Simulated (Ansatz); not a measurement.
# H-SiC-H chair monolayer in a perpendicular field, part 2 of 2

What dipole does a perpendicular field induce in the H-SiC-H chair monolayer, and does the gap follow? A positive field points along +c.

Ansatz 0.2.0; plane-wave DFT, PBE-D3(BJ), Ansatz PAW (set soft_1); PAW set soft_1.

So far, gap on the k-mesh (eV): step 2 (relaxation) 3.74.

### Step 3. Atoms held, field 0

A sawtooth potential applies the field, turning back in the middle of the vacuum. With the dipole correction the typed value is the field outside the slab. The induced dipole is small, so the SCF threshold is tight.

The cell differs from the one that the last finished run ended in (c 37.213 → 21.179 Å).

Contents of input.yaml:

```yaml
crystal:
  lattice:
    - [3.1102299948, 0.0, 0.0]
    - [-1.5551149974, 2.6935381871, 0.0]
    - [0.0, 0.0, 21.1786255834]
  atoms:
    - { symbol: H, position: [0.6666666667, 0.3333333333, 0.4249567548] }
    - { symbol: C, position: [0.6666666667, 0.3333333333, 0.4771895377] }
    - { symbol: Si, position: [0.3333333333, 0.6666666667, 0.5044372589] }
    - { symbol: H, position: [0.3333333333, 0.6666666667, 0.5750432452] }
kpoints:
  mp_grid: { grid: [18, 18, 1] }
  band_path:
    path: [[0, 0, 0], [0.5, 0, 0], [0.33333333, 0.33333333, 0], [0, 0, 0]]
    npoints: 16
hamiltonian:
  xc: pbe
  dispersion: d3bj
  pseudopotentials: { kind: paw, azcp: { folder: soft_1 } }
scf:
  occupations: { method: fermi_dirac, width: 0.02585 }
  convergence: { dr2_threshold: 1.0e-10 }
efield:
  axis: 3
  dipole_correction: true
  ramp_position: 0.97
  ramp_width: 0.06
  amplitude: 0
output:
  dos: { projected: true, e_range: [-6, 5] }
  write_potential: true
  write_density: true
  volumetric_format: npy
  elf: true
```

Command:

```sh
> ansatz run input.yaml --threads 2 --pin off --max-ram 3072MiB --backend cpu --events-out ev --progress --plain --runs-dir out
```

Numbers of over 12 decimals in the logs are rounded to 6 here.

The log of the run:

```text
[...]
Crystal: 4 atoms, lattice volume = 177.424 Å³
Basis set: ecut = 420 eV, 3443 PW (Γ)
Bands: 9, of which v1, the nominal top of the filled ones, is band 5 counted from 1 (4 counted from 0)
Symmetry: 6 space group operations
[...]
k-points: 37 of 324 (time reversal used)
[...]
SCF iter   1: F=—  HF=-921.998986 eV  |F-HF|=—  |Δ(HF+E_count)|=         —  Δρ=6.04e-2  dr2=8.18e0  ethr=3.10e-3  p=0.000 e·Å  D=1.75e-9 V/Å  ΔV_dip=-0.00 eV  dr2_dipole=5.58e-3  V_vac-E_F(+/−)=7.81/7.81 eV  ⟨swp⟩=9.1  Hψ=3559  notcnv=0
efield: sawtooth ramp at fractional position 0.9700 (set: `efield.ramp_position`, or a place that a band, a saddle search or an elastic batch's reference lends), width 0.0600; the density the first Hamiltonian is built on has a dipole p = 0.000 e·Å; the dipole correction subtracts the counter field D = 1.75e-9 V/Å, which shifts the + side's vacuum level by -0.00 eV against the − side's; the planar-averaged density in the ramp window peaks in size at 9.3e-7 e/Å³
[...]
SCF iter   2: F=—  HF=-919.623102 eV  |F-HF|=—  |Δ(HF+E_count)|=    2.38e0  Δρ=2.61e-2  dr2=9.21e-1  ethr=3.10e-3  p=-0.052 e·Å  D=-5.33e-2 V/Å  ΔV_dip=1.13 eV  dr2_dipole=8.09e-3  V_vac-E_F(+/−)=4.00/2.87 eV  ⟨swp⟩=4.1  Hψ=1306  notcnv=0
[...]
SCF iter  11: F=-919.353753 eV  HF=-919.353753 eV  |F-HF|=3.18e-12  |Δ(HF+E_count)|=  7.44e-11  Δρ=3.82e-8  dr2=5.40e-12  ethr=1.00e-12  p=-0.082 e·Å  D=-8.32e-2 V/Å  ΔV_dip=1.76 eV  dr2_dipole=2.99e-13  V_vac-E_F(+/−)=4.36/2.60 eV  ⟨swp⟩=4.4  Hψ=1486  notcnv=0
SCF 1 converged in 11 iterations: F = -919.353753 eV  dr2 = 5.40e-12
[...]
NSCF: frozen V_eff on 49 k-points
efield: sawtooth ramp at fractional position 0.9700 (kept from the solve that this one continues, or follows in the run), width 0.0600; the density the first Hamiltonian is built on has a dipole p = -0.082 e·Å; the dipole correction subtracts the counter field D = -8.32e-2 V/Å, which shifts the + side's vacuum level by +1.76 eV against the − side's; the planar-averaged density in the ramp window peaks in size at 1.5e-6 e/Å³
WARN: The output density's exchange-correlation potential varies sharply where the density is thin. Do not read a vacuum level from v_tot or v_xc, or from such a field of the output density. On a cell that repeats whose density bears no net charge and no dipole along the vacuum's axis use v_es (v_loc + v_h of the components); under efield.dipole_correction with no amplitude use v_es + v_field, which holds any externa [...]
SCF converged after 11 iterations
Free energy (F): -919.353753 eV
[...]
Internal energy: -919.353753 eV  (E = F + TS)
E sigma→0 (E₀):  -919.353753 eV
Fermi energy:    -1.606058 eV
Dipole field:    D = -0.083199 V/Å  (p = -0.081577 e·Å, saw-weighted, corrected)
Work function:   Φ+ = 4.3580 eV   Φ− = 2.5960 eV
Levels:          The Fermi level and band energies are counted from a zero that moves with the ramp; work functions are not
[...]
--- Band table (eV; the first three rows and the last of 37) ---
[...]
```

Wall time 6.2 s (2 threads of Arm Neoverse V2, shared host); peak memory 0.44 GiB.

Reading the cycles: dr2 is the Hartree energy of the density residual (eV), the measure of convergence; HF is the Harris–Foulkes estimate of the energy, which meets the free energy F at convergence.

This step gave:

```
gap on the k-mesh                  : 3.742 eV
dipole along the normal            : -0.08158 e·Å
gap along the path                 : 3.742 eV
smallest direct gap along the path : 3.742 eV
step between the vacuum levels     : 1.762 eV
ionisation energy, upper face      : 6.234 eV
electron affinity, upper face      : 2.492 eV
ionisation energy, lower face      : 4.472 eV
gap, the smaller of path and mesh  : 3.742 eV
```

Running mean over a fixed 2.5 Å (it still follows the layers) of the planar mean; the ramp of the sawtooth is left out. The electron's electrostatic potential energy less the Fermi level by z:

z (Å), electron's electrostatic potential energy less the Fermi level (eV) and a bar from the least value:
```
      3.0       2.60 ##########################
      3.5       2.60 ##########################
      4.0       2.60 ##########################
      4.5       2.60 ##########################
      5.0       2.60 ##########################
      5.5       2.60 ##########################
      6.0       2.59 ##########################
      6.5       2.59 ##########################
      7.0       2.55 #########################
      7.5       2.37 #########################
      8.0       1.82 ########################
      8.5       0.90 #####################
      9.0      -1.91 ##############
      9.5      -5.13 ######
     10.0      -7.31 #
     10.5      -7.65 
     11.0      -7.08 #
     11.5      -4.31 ########
     12.0      -0.78 #################
     12.5       1.92 ########################
     13.0       3.17 ###########################
     13.5       3.87 #############################
     14.0       4.26 ##############################
     14.5       4.34 ##############################
     15.0       4.35 ##############################
     15.5       4.36 ##############################
     16.0       4.36 ##############################
     16.5       4.36 ##############################
     17.0       4.36 ##############################
     17.5       4.36 ##############################
     18.0       4.36 ##############################
```

The density of states has structure finer than the step of the table below, so its rows give means over 0.25 eV, whole bins alone (the curve runs from -6 to 3.62 eV). Peaks (eV: height): -5.810: 5.03, -4.210: 6.02, -3.990: 8.96, 2.900: 2.24.

The density of states by energy, zero at the Fermi level of the run, which the smearing sets inside the gap; means over each step:

```
energy (eV)  density of states (states/eV a cell)
      -5.75                                  1.27
      -5.50                                 0.764
      -5.25                                 0.671
      -5.00                                 0.688
      -4.75                                 0.746
      -4.50                                 0.860
      -4.25                                  2.54
      -4.00                                  4.25
      -3.75                                  1.99
      -3.50                                  1.56
      -3.25                                 0.923
      -3.00                                 0.713
      -2.75                                 0.592
      -2.50                                 0.520
      -2.25                                 0.468
      -2.00                                 0.375
      -1.75                               0.00363
      -1.50                                     0
      -1.25                                     0
      -1.00                                     0
      -0.75                                     0
      -0.50                                     0
      -0.25                                     0
       0.00                                     0
       0.25                                     0
       0.50                                     0
       0.75                                     0
       1.00                                     0
       1.25                                     0
       1.50                                     0
       1.75                               0.00466
       2.00                                 0.385
       2.25                                 0.752
       2.50                                  1.14
       2.75                                  1.43
       3.00                                  1.46
       3.25                                  1.67
```

Projected DOS per atom over height of the atomic layer and energy from the Fermi level. Layers: H C Si H from below.

Ten even steps from '0' (0.00 states/eV) to '9' (1.36 states/eV), each cell a mean:
```
0230
0230
0120
0000
0000
0000
0000
0000
0000
0000
0000
0000
0000
0200
0300
0410
0631
1789
0421
0310
0310
0410
```
Columns: height of the atomic layer (Å) from 9 to 12.2 (not evenly spaced); rows upwards: energy from the Fermi level (eV) from -5.96 to 3.58.

Electronic bands along the path, in eV, zero at the Fermi level of the run, which the smearing sets inside the gap:

| point | band 3 | band 4 | band 5 | band 6 | band 7 | band 8 | band 9 |
| --- | --- | --- | --- | --- | --- | --- | --- |
| Γ | -4.27 | -1.88 | -1.88 | 1.87 | 3.09 | 3.76 | 3.95 |
| halfway | -5.15 | -3.97 | -2.80 | 2.83 | 3.60 | 4.37 | 4.61 |
| M | -6.36 | -4.13 | -3.49 | 2.20 | 4.26 | 5.11 | 6.49 |
| halfway | -6.23 | -4.98 | -3.99 | 3.07 | 5.30 | 5.61 | 5.94 |
| K | -6.41 | -5.82 | -4.02 | 3.38 | 5.35 | 5.42 | 7.64 |
| halfway | -5.36 | -4.15 | -3.52 | 3.23 | 4.35 | 4.67 | 4.80 |
| Γ | -4.27 | -1.88 | -1.88 | 1.87 | 3.09 | 3.76 | 3.95 |

The electronic bands as a text plot (rows in eV, shown from -6.4 to 3.9 only):

```
    3.7 |++++  +++++++++                     ++++++      +  +++++
    3.3 |++++++                     +++++++++      +++    +++++++
    2.9 |        +++++           +++                  +++
    2.4 |      ++     +++++++ +++                        +++
    2.0 |++++++              +                              +++++
    1.6 |
    1.1 |
    0.7 |
    0.3 |
   -0.2 |
   -0.6 |
   -1.0 |
   -1.5 |
   -1.9 |****                                                ****
   -2.3 |  * ****                                         *****
   -2.7 |   *    ****                                  ***  *
   -3.2 |    **      *****                            *   **
   -3.6 |      *          ******                 *****   *
   -4.0 |  **************************************   ***********
   -4.5 |**     ***              *                 *   **      **
   -4.9 |                         **             **   *
   -5.3 |          *                *          **   **
   -5.8 |           **               **********  ***
   -6.2 |             ***********************  **
         Γ                   M           K                      Γ
```

ELF in the ca plane at fractional y = 0.333, with atoms of H and C within 0.2 Å of it. It is the smooth field of the valence electrons, not physical close to the nuclei.

Ten even steps from '0' (0.00 × 1e-1) to '9' (9.97 × 1e-1), each cell a mean:
```
00000000000000000146766788631111000000000000
00000000000000001589998547620000000000000000
00000000000000002699999204620000000000000000
00000000000000001489998557630000000000000000
00000000000000000135665788631232100000000000
00000000000000000000112566434676410000000000
00000000000000000000001243236898620000000000
00000000000000000001113577533676310000000000
```
Columns run along c (16.0 Å, from fractional 0.07 to 0.83 of the cell), rows up along a (3.1 Å). Atoms in or near the plane, at fractional coordinates: H at (0.42, 0.67), C at (0.48, 0.67).

Valence density in the ca plane at fractional y = 0.333, with atoms of H and C within 0.2 Å of it. It is the smooth field of the valence electrons, not physical close to the nuclei.

Ten steps, logarithmic in the rise over the least value, from '0' (0.0 e/Å³) to '9' (1.7 e/Å³), each cell a mean:
```
00000000000000001356788764321100000000000000
00000000000000013588999864211000000000000000
00000000000000013699999863210000000000000000
00000000000000012578999864211000000000000000
00000000000000001346788754322100000000000000
00000000000000000124566655432100000000000000
00000000000000000123456655443100000000000000
00000000000000000134567654432100000000000000
```
Columns run along c (16.0 Å, from fractional 0.11 to 0.87 of the cell), rows up along a (3.1 Å). Atoms in or near the plane, at fractional coordinates: H at (0.42, 0.67), C at (0.48, 0.67).

Electrostatic potential energy in the ca plane at fractional y = 0.333, with atoms of H and C within 0.2 Å of it. With pseudopotentials it is smooth inside the atoms' cores, unlike the true potential.

Ten even steps from '0' (-24 eV) to '9' (2 eV), each cell a mean:
```
99999999999999999988745688999999999999999999
99999999999999998733100489999999999999999999
99999999999999998500000289999999999999999999
99999999999999999745100489999999999999999999
99999999999999999988755678999999999999999999
99999999999999999999875467999999999999999999
99999999999999999999874357899999999999999999
99999999999999999999876568999999999999999999
```
Columns run along c (16.0 Å, from fractional 0.11 to 0.87 of the cell; values clipped at the 3rd and 97th percentile), rows up along a (3.1 Å). Atoms in or near the plane, at fractional coordinates: H at (0.42, 0.67), C at (0.48, 0.67).

The gap is 3.74 eV, with the valence edge 6.23 eV and the conduction edge 2.49 eV under the upper vacuum level.

### Step 4. Single point, field 0.1 V/Å

Edit input.yaml of step 3 so:

```diff
@@ -25,7 +25,6 @@
   dipole_correction: true
-  ramp_position: 0.97
-  ramp_width: 0.06
-  amplitude: 0
+  ramp_position: 0.906
+  ramp_width: 0.1879
+  amplitude: 0.1
 output:
-  dos: { projected: true, e_range: [-6, 5] }
   write_potential: true
@@ -33,2 +32 @@
   volumetric_format: npy
-  elf: true
```

The log of the run:

```text
[...]
Crystal: 4 atoms, lattice volume = 177.424 Å³
Basis set: ecut = 420 eV, 3443 PW (Γ)
Bands: 9, of which v1, the nominal top of the filled ones, is band 5 counted from 1 (4 counted from 0)
Symmetry: 6 space group operations
[...]
k-points: 37 of 324 (time reversal used)
[...]
Free energy (F): -919.346384 eV
[...]
Internal energy: -919.346384 eV  (E = F + TS)
E sigma→0 (E₀):  -919.346384 eV
Fermi energy:    -1.711854 eV
Dipole field:    D = -0.067098 V/Å  (p = -0.065790 e·Å, saw-weighted, corrected)
Work function:   not extracted (applied field tilts the vacuum); planar V_es + V_field profile in the machine report
[...]
--- Band table (eV; the first three rows and the last of 37) ---
[...]
[key lines of the parts left out:]
SCF converged after 10 iterations
```

Wall time 6.3 s (2 threads); peak memory 0.41 GiB; 12 s of CPU time.

The dipole is -0.0658 e·Å, 0.0158 e·Å from its value without field, and the gap 3.545 eV.

### Step 5. Single point, field -0.1 V/Å

Edit input.yaml of step 4 so:

```diff
@@ -27,3 +27,3 @@
   ramp_width: 0.1879
-  amplitude: 0.1
+  amplitude: -0.1
 output:
```

The log of the run:

```text
[...]
Crystal: 4 atoms, lattice volume = 177.424 Å³
Basis set: ecut = 420 eV, 3443 PW (Γ)
Bands: 9, of which v1, the nominal top of the filled ones, is band 5 counted from 1 (4 counted from 0)
Symmetry: 6 space group operations
[...]
k-points: 37 of 324 (time reversal used)
[...]
Free energy (F): -919.362699 eV
[...]
Internal energy: -919.362699 eV  (E = F + TS)
E sigma→0 (E₀):  -919.362699 eV
Fermi energy:    -1.513050 eV
Dipole field:    D = -0.099287 V/Å  (p = -0.097352 e·Å, saw-weighted, corrected)
Work function:   not extracted (applied field tilts the vacuum); planar V_es + V_field profile in the machine report
[...]
--- Band table (eV; the first three rows and the last of 37) ---
[...]
[key lines of the parts left out:]
SCF converged after 11 iterations
```

Elapsed: 6.6 s, on 2 threads; peak memory 0.41 GiB.

The dipole is -0.0974 e·Å, -0.0158 e·Å from its value without field, and the gap 3.915 eV.

### Step 6. Response, atoms held

This step: plane-wave DFT, PBE-D3(BJ), Ansatz PAW (set soft_1); response to a field along the normal, atoms held; PAW set soft_1 (Ansatz 0.2.0).

The dipoles give the slope, and the difference of two potentials shows where the field is screened.

This step gave:

```
equivalent conductor thickness p/(ε₀AE) : 3.409 Å
distance between the outer atoms        : 3.179 Å
```

Table of dipole of the cell by applied field:

```
applied field (V/Å)  dipole of the cell (e·Å)
            -0.1000                   -0.0974
             0.0000                   -0.0816
             0.1000                   -0.0658
```

Local field over the applied field, running mean. From the potentials at -0.1 and 0.1 V/Å; running mean over 2.5 Å. Local field over applied field against z:

z (Å), local field over applied field and a bar from the least value:
```
     4.12      1.000 ##############################
     4.41      1.000 ##############################
     4.85      1.000 ##############################
     5.15      0.999 ##############################
     5.59      0.998 ##############################
     5.88      0.997 ##############################
     6.18      0.993 ##############################
     6.62      0.982 #############################
     6.91      0.967 #############################
     7.21      0.940 ############################
     7.65      0.865 #########################
     7.94      0.789 ######################
     8.38      0.653 #################
     8.68      0.558 ##############
     8.97      0.458 ##########
     9.41      0.308 #####
     9.71      0.237 ##
    10.00      0.197 #
    10.44      0.176 
    10.74      0.175 
    11.18      0.204 #
    11.47      0.260 ###
    11.77      0.343 ######
    12.21      0.474 ###########
    12.50      0.552 ##############
    12.80      0.633 #################
    13.24      0.766 #####################
    13.53      0.847 ########################
    13.97      0.932 ############################
    14.27      0.963 #############################
    14.56      0.981 #############################
    15.00      0.993 ##############################
    15.30      0.997 ##############################
    15.59      0.998 ##############################
    16.03      0.999 ##############################
    16.33      1.000 ##############################
    16.77      1.000 ##############################
    17.06      1.000 ##############################
```

Electrons, planar mean, per unit field. Induced electron density against z:

| z (Å) | induced electron density (e/Å³ per V/Å) |
| --- | --- |
| 4.12 | 2.6e-7 |
| 4.41 | 4.6e-7 |
| 4.85 | 1.1e-6 |
| 5.15 | 2.3e-6 |
| 5.59 | 6.9e-6 |
| 5.88 | 1.4e-5 |
| 6.18 | 2.8e-5 |
| 6.62 | 7.6e-5 |
| 6.91 | 1.5e-4 |
| 7.21 | 2.8e-4 |
| 7.65 | 7.0e-4 |
| 7.94 | 0.00124 |
| 8.38 | 0.00259 |
| 8.68 | 0.00355 |
| 8.97 | 0.00344 |
| 9.41 | 9.2e-4 |
| 9.71 | 3.8e-4 |
| 10.00 | 0.00200 |
| 10.44 | -7.2e-4 |
| 10.74 | -0.00297 |
| 11.18 | -5.2e-4 |
| 11.47 | 0.00116 |
| 11.77 | 4.0e-4 |
| 12.21 | -0.00315 |
| 12.50 | -0.00373 |
| 12.80 | -0.00292 |
| 13.24 | -0.00146 |
| 13.53 | -8.2e-4 |
| 13.97 | -3.2e-4 |
| 14.27 | -1.6e-4 |
| 14.56 | -8.0e-5 |
| 15.00 | -2.7e-5 |
| 15.30 | -1.2e-5 |
| 15.59 | -5.7e-6 |
| 16.03 | -1.7e-6 |
| 16.33 | -7.1e-7 |
| 16.77 | -3.0e-7 |
| 17.06 | -1.8e-7 |

The smaller of the gaps on the path and on the k-mesh, counted as 0 under 0.03 eV; in a wide-gap layer a fall can come from a state in the tilted vacuum. Table of gap by applied field:

| applied field (V/Å) | gap (eV) |
| --- | --- |
| -0.1000 | 3.92 |
| 0.0000 | 3.74 |
| 0.1000 | 3.55 |

By hand: between -0.1 and 0.1 V/Å the dipole changes by 0.03156 e·Å, a slope of 0.1578 e·Å²/V. A perfect conductor of thickness t has p = ε₀AEt, so t = 180.95 × 0.1578 / 8.378 = 3.41 Å (e/ε₀ = 180.95 V·Å, A in Å²).

The induced dipole is that of a conductor 3.41 Å thick.

### Step 7. What came out

| Item | Value |
| --- | --- |
| gap without field | 3.74 eV |
| ionisation energy, upper face | 6.23 eV |
| electron affinity, upper face | 2.49 eV |
| step between the vacuum levels | 1.76 eV |
| equivalent conductor thickness, atoms held | 3.41 Å |

**Reading.** The induced dipole equals that of a perfect conductor 3.41 Å thick, while the outer atoms lie 3.18 Å apart; an out-of-plane ε follows only once a thickness t is chosen, by 1 − 1/ε = 3.41 Å / t. The two faces differ: the vacuum level above lies 1.76 eV higher than the one below. The gap goes from 3.74 eV to 3.92 eV at -0.1 V/Å. With the field reversed the gap is 3.55 eV at 0.1 V/Å. Semilocal functionals give gaps that are too small, and excitons are not included.

[Logs are printed without paths, hosts, clocks, repeated set-up lines and the standing remarks that a program may print on its own settings, such as how far it seeks lower states.]

[Hosts, paths, dates, database ids (printed as entryN), source tags and the programs' standing remarks are cut or masked in the printed files.]

[Maps of the electrostatic potential energy from Ansatz leave out the sawtooth potential of an applied field or a dipole correction, so their vacuum need not be flat; planar profiles and work functions include it.]

[The density of states shown here was stored with 400 of the rows of the run's finer table, so its peaks can read low, often by over a quarter, or be missed, and its means over a window can be off by a tenth or more.]
